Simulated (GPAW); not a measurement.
# Screening of a field by Ta2NS2 MXene monolayer, part 2 of 2

How does Ta2NS2 MXene monolayer screen a perpendicular field?

GPAW 26.7.0; GPAW, PAW setups; layer in a repeated cell with vacuum, relaxation of atoms and in-plane cell (the session's first sound run).

So far, dipole along the normal (e·Å): step 2 (relaxing the atoms) -6.8e-4; step 3 (the slab's potential) -6.9e-4; step 4 (field on) -0.0764; step 5 (In a field) -0.0382.

**8. In a field**

Level of this step: GPAW, PAW setups; slab in vacuum (GPAW).

run.py

```python
import json
import numpy as np
from ase import Atoms
from gpaw import GPAW, PW
from gpaw.external import ConstantElectricField

slab = Atoms(
    ['S', 'Ta', 'N', 'Ta', 'S'],
    positions=[
        [-0.00000, 1.90289, 9.00000],
        [1.64795, 0.95144, 10.59492],
        [-0.00000, -0.00000, 11.74018],
        [-0.00000, 1.90289, 12.88544],
        [1.64795, 0.95144, 14.48036]],
    cell=[[3.29589, -0.0, 0.0], [-1.64795, 2.85433, 0.0], [0.0, 0.0, 23.4804]],
    pbc=[True, True, False])

slab.calc = GPAW(mode=PW(500), xc='PBE', kpts={'size': (12, 12, 1), 'gamma': True},
                 occupations={'name': 'fermi-dirac', 'width': 0.05}, nbands='160%',
                 convergence={'density': 1e-05}, maxiter=200,
                 poissonsolver={'dipolelayer': 'xy'},
                 external=ConstantElectricField(0.1, [0, 0, 1]),
                 symmetry={'tolerance': 1e-3}, txt='slab.txt')
result = {}
energy = slab.get_potential_energy()
fermi = slab.calc.get_fermi_level()
v = slab.calc.get_electrostatic_potential().mean((0, 1)) - fermi
n = slab.calc.get_pseudo_density().mean((0, 1))
L = slab.cell[2, 2]
z = np.arange(len(v)) * L / len(v)
low, high = slab.positions[:, 2].min(), slab.positions[:, 2].max()
below, above = np.interp([low - 6.8, high + 6.8], z, v)
slopes = [np.interp(x, z, np.gradient(v, z)) for x in (low - 6.8, high + 6.8)]
eps = np.array([[slab.calc.get_eigenvalues(k, s) for k in range(len(slab.calc.get_ibz_k_points()))]
                for s in range(slab.calc.get_number_of_spins())]) - fermi
top, bottom = eps[eps < 0].max(), eps[eps > 0].min()
dipole = slab.get_dipole_moment()[2]
print(f'energy {energy:.4f} eV, Fermi level {fermi:.4f} eV, dipole {dipole:.5f} e A')
print(f'potential 6.8 A off the faces, from the Fermi level: lower {below:.4f} eV, upper {above:.4f} eV')
print(f'slope of the potential there: lower {slopes[0]:.5f}, upper {slopes[1]:.5f} eV/A')
print(f'nearest levels on the mesh: {top:.4f} and {bottom:.4f} eV')
print('magnetic moment', round(slab.get_magnetic_moment(), 3))
result.update(energy=energy, fermi=fermi, dipole=dipole, below=below, above=above, slopes=slopes, edges=[top, bottom],
              z=z.tolist(), v=v.tolist(), n=n.tolist(), positions=slab.positions.tolist(),
              forces=slab.get_forces(apply_constraint=False).tolist(), moments=slab.get_magnetic_moments().tolist())
json.dump(result, open('result.json', 'w'))
```

Launch:

```bash
$ OMP_NUM_THREADS=1 OPENBLAS_NUM_THREADS=1 python run.py
```

The program printed:

```text
energy -40.9377 eV, Fermi level 0.3004 eV, dipole 0.03822 e A
potential 6.8 A off the faces, from the Fermi level: lower 5.4356 eV, upper 4.7005 eV
slope of the potential there: lower -0.00019, upper 0.00020 eV/A
nearest levels on the mesh: -0.0318 and 0.1484 eV
magnetic moment 0.0
```

Elapsed: 7.5 min, on 1 thread of Arm Neoverse V1, shared host; peak memory 0.61 GiB.

The electrostatic potential energy of an electron (without an applied field's), less the Fermi level, planar mean oscillates, so the rows of the table below give means over windows of 1.69 Å about each position, cut where the curve ends. Its maxima inside the range that stand out by 2 % of the span (Å: eV): 9.7: -6.09, 11.4: -10.4, 12.1: -10.5, 13.8: -6.49. Its minima: 9.0: -17.5, 10.6: -22.3, 11.7: -14.5, 12.9: -22.5, 14.5: -18.0.

Table of electrostatic potential energy of an electron (without an applied field's), less the Fermi level, planar mean by z; means over each step:

```
z (Å)  electrostatic potential energy of an electron (without an applied field's), less the Fermi level, planar mean (eV)
 0.84                                                                                                                5.39
 2.54                                                                                                                5.44
 4.23                                                                                                                5.44
 5.92                                                                                                                5.43
 7.61                                                                                                                3.89
 9.30                                                                                                               -10.4
10.99                                                                                                               -16.0
12.68                                                                                                               -15.8
14.37                                                                                                               -9.76
16.05                                                                                                                3.84
17.75                                                                                                                4.70
19.44                                                                                                                4.70
21.12                                                                                                                4.70
22.82                                                                                                                4.73
```

The dipole is now 0.0382 e Å, against -6.9e-4 in the run without a field.

**9. Field on**

Edit run.py of step 8 so:

```diff
@@ -21,3 +21,3 @@
                  poissonsolver={'dipolelayer': 'xy'},
-                 external=ConstantElectricField(0.1, [0, 0, 1]),
+                 external=ConstantElectricField(0.2, [0, 0, 1]),
                  symmetry={'tolerance': 1e-3}, txt='slab.txt')
```

The program printed:

```text
energy -40.9434 eV, Fermi level 0.2993 eV, dipole 0.07644 e A
potential 6.8 A off the faces, from the Fermi level: lower 5.8048 eV, upper 4.3345 eV
slope of the potential there: lower -0.00019, upper 0.00020 eV/A
nearest levels on the mesh: -0.0318 and 0.1484 eV
magnetic moment 0.0
```

It took 7.9 min on 1 thread; peak memory 0.62 GiB.

Table of electrostatic potential energy of an electron (without an applied field's), less the Fermi level, planar mean by z:

z (Å), electrostatic potential energy of an electron (without an applied field's), less the Fermi level, planar mean (eV) and a bar from the least value:
```
      0.0        5.1 #############################
      0.5        5.8 ##############################
      1.0        5.8 ##############################
      1.5        5.8 ##############################
      2.0        5.8 ##############################
      2.5        5.8 ##############################
      3.0        5.8 ##############################
      3.5        5.8 ##############################
      4.0        5.8 ##############################
      4.5        5.8 ##############################
      5.0        5.8 ##############################
      5.5        5.8 ##############################
      6.0        5.8 ##############################
      6.5        5.8 ##############################
      7.0        5.7 ##############################
      7.5        5.4 ##############################
      8.0        3.8 ############################
      8.5       -3.5 ####################
      9.0      -17.1 #####
      9.5       -7.2 ################
     10.0       -9.8 #############
     10.5      -21.6 
     11.0      -15.6 #######
     11.5      -11.5 ###########
     12.0      -11.4 ###########
     12.5      -16.3 ######
     13.0      -21.8 
     13.5      -10.1 #############
     14.0       -8.3 ###############
     14.5      -18.0 ####
     15.0       -4.2 ###################
     15.5        2.5 ##########################
     16.0        4.0 ############################
     16.5        4.3 ############################
     17.0        4.3 ############################
     17.5        4.3 ############################
     18.0        4.3 ############################
     18.5        4.3 ############################
     19.0        4.3 ############################
     19.5        4.3 ############################
     20.0        4.3 ############################
     20.5        4.3 ############################
     21.0        4.3 ############################
     21.5        4.3 ############################
     22.0        4.3 ############################
     22.5        4.3 ############################
     23.0        4.3 ############################
```

The dipole is now 0.0764 e Å, against -6.9e-4 in the run without a field.

**10. Field on**

Edit run.py of step 9 so:

```diff
@@ -21,3 +21,3 @@
                  poissonsolver={'dipolelayer': 'xy'},
-                 external=ConstantElectricField(0.2, [0, 0, 1]),
+                 external=ConstantElectricField(0.3, [0, 0, 1]),
                  symmetry={'tolerance': 1e-3}, txt='slab.txt')
```

The program printed:

```text
energy -40.9529 eV, Fermi level 0.2976 eV, dipole 0.11468 e A
potential 6.8 A off the faces, from the Fermi level: lower 6.1752 eV, upper 3.9695 eV
slope of the potential there: lower -0.00019, upper 0.00020 eV/A
nearest levels on the mesh: -0.0319 and 0.1484 eV
magnetic moment 0.0
```

Wall time 8.2 min (1 thread); peak memory 0.62 GiB.

The dipole is now 0.115 e Å, against -6.9e-4 in the run without a field.

**11. The series**

The members are put on one axis.

This step: induced dipole against applied field (GPAW 26.7.0).

The dipole along the normal by field:

```csv
field (V/Å),dipole along the normal (e·Å)
-0.200,-0.0764
-0.100,-0.0382
-0.050,-0.0191
0.000,-6.9e-4
0.050,0.0191
0.100,0.0382
0.200,0.0764
0.300,0.115
```

**12. Summary of results**

```
work function, upper and lower face            : 5.074 and 5.061 eV
dipole along the normal                        : -6.9e-4 e Å
induced dipole per field                       : 0.382 e Å per V/Å
out-of-plane polarisability per area, α/(ε0 A) : 7.35 Å
```

The field induces 0.382 e Å per V/Å, a polarisable thickness α/(ε0 A) of 7.35 Å beside 5.48 Å between the outermost nuclei. A perfect conductor would give the distance between its two image planes; a dielectric of thickness t gives t(1 - 1/ε). The induced dipole is linear in the field over this range. The starting lattice was a guess from atomic radii; the relaxation moved it by 4 %. The small printed dipole stands for a step of 13 meV from the lower to the upper face, and the probes find 12 meV; values this small are near the numerical noise of both. The cell holds an odd number of electrons, so without spin polarisation it must come out metallic and without a moment, whatever its true state. The layer's cell and atoms come from the relaxation; spin-orbit coupling and temperature are left out.

[Logs are printed without paths, hosts, clocks, repeated set-up lines and the standing remarks that a program may print on its own settings, such as how far it seeks lower states.]

[Hosts, paths, dates, database ids (printed as entryN), source tags and the programs' standing remarks are cut or masked in the printed files.]
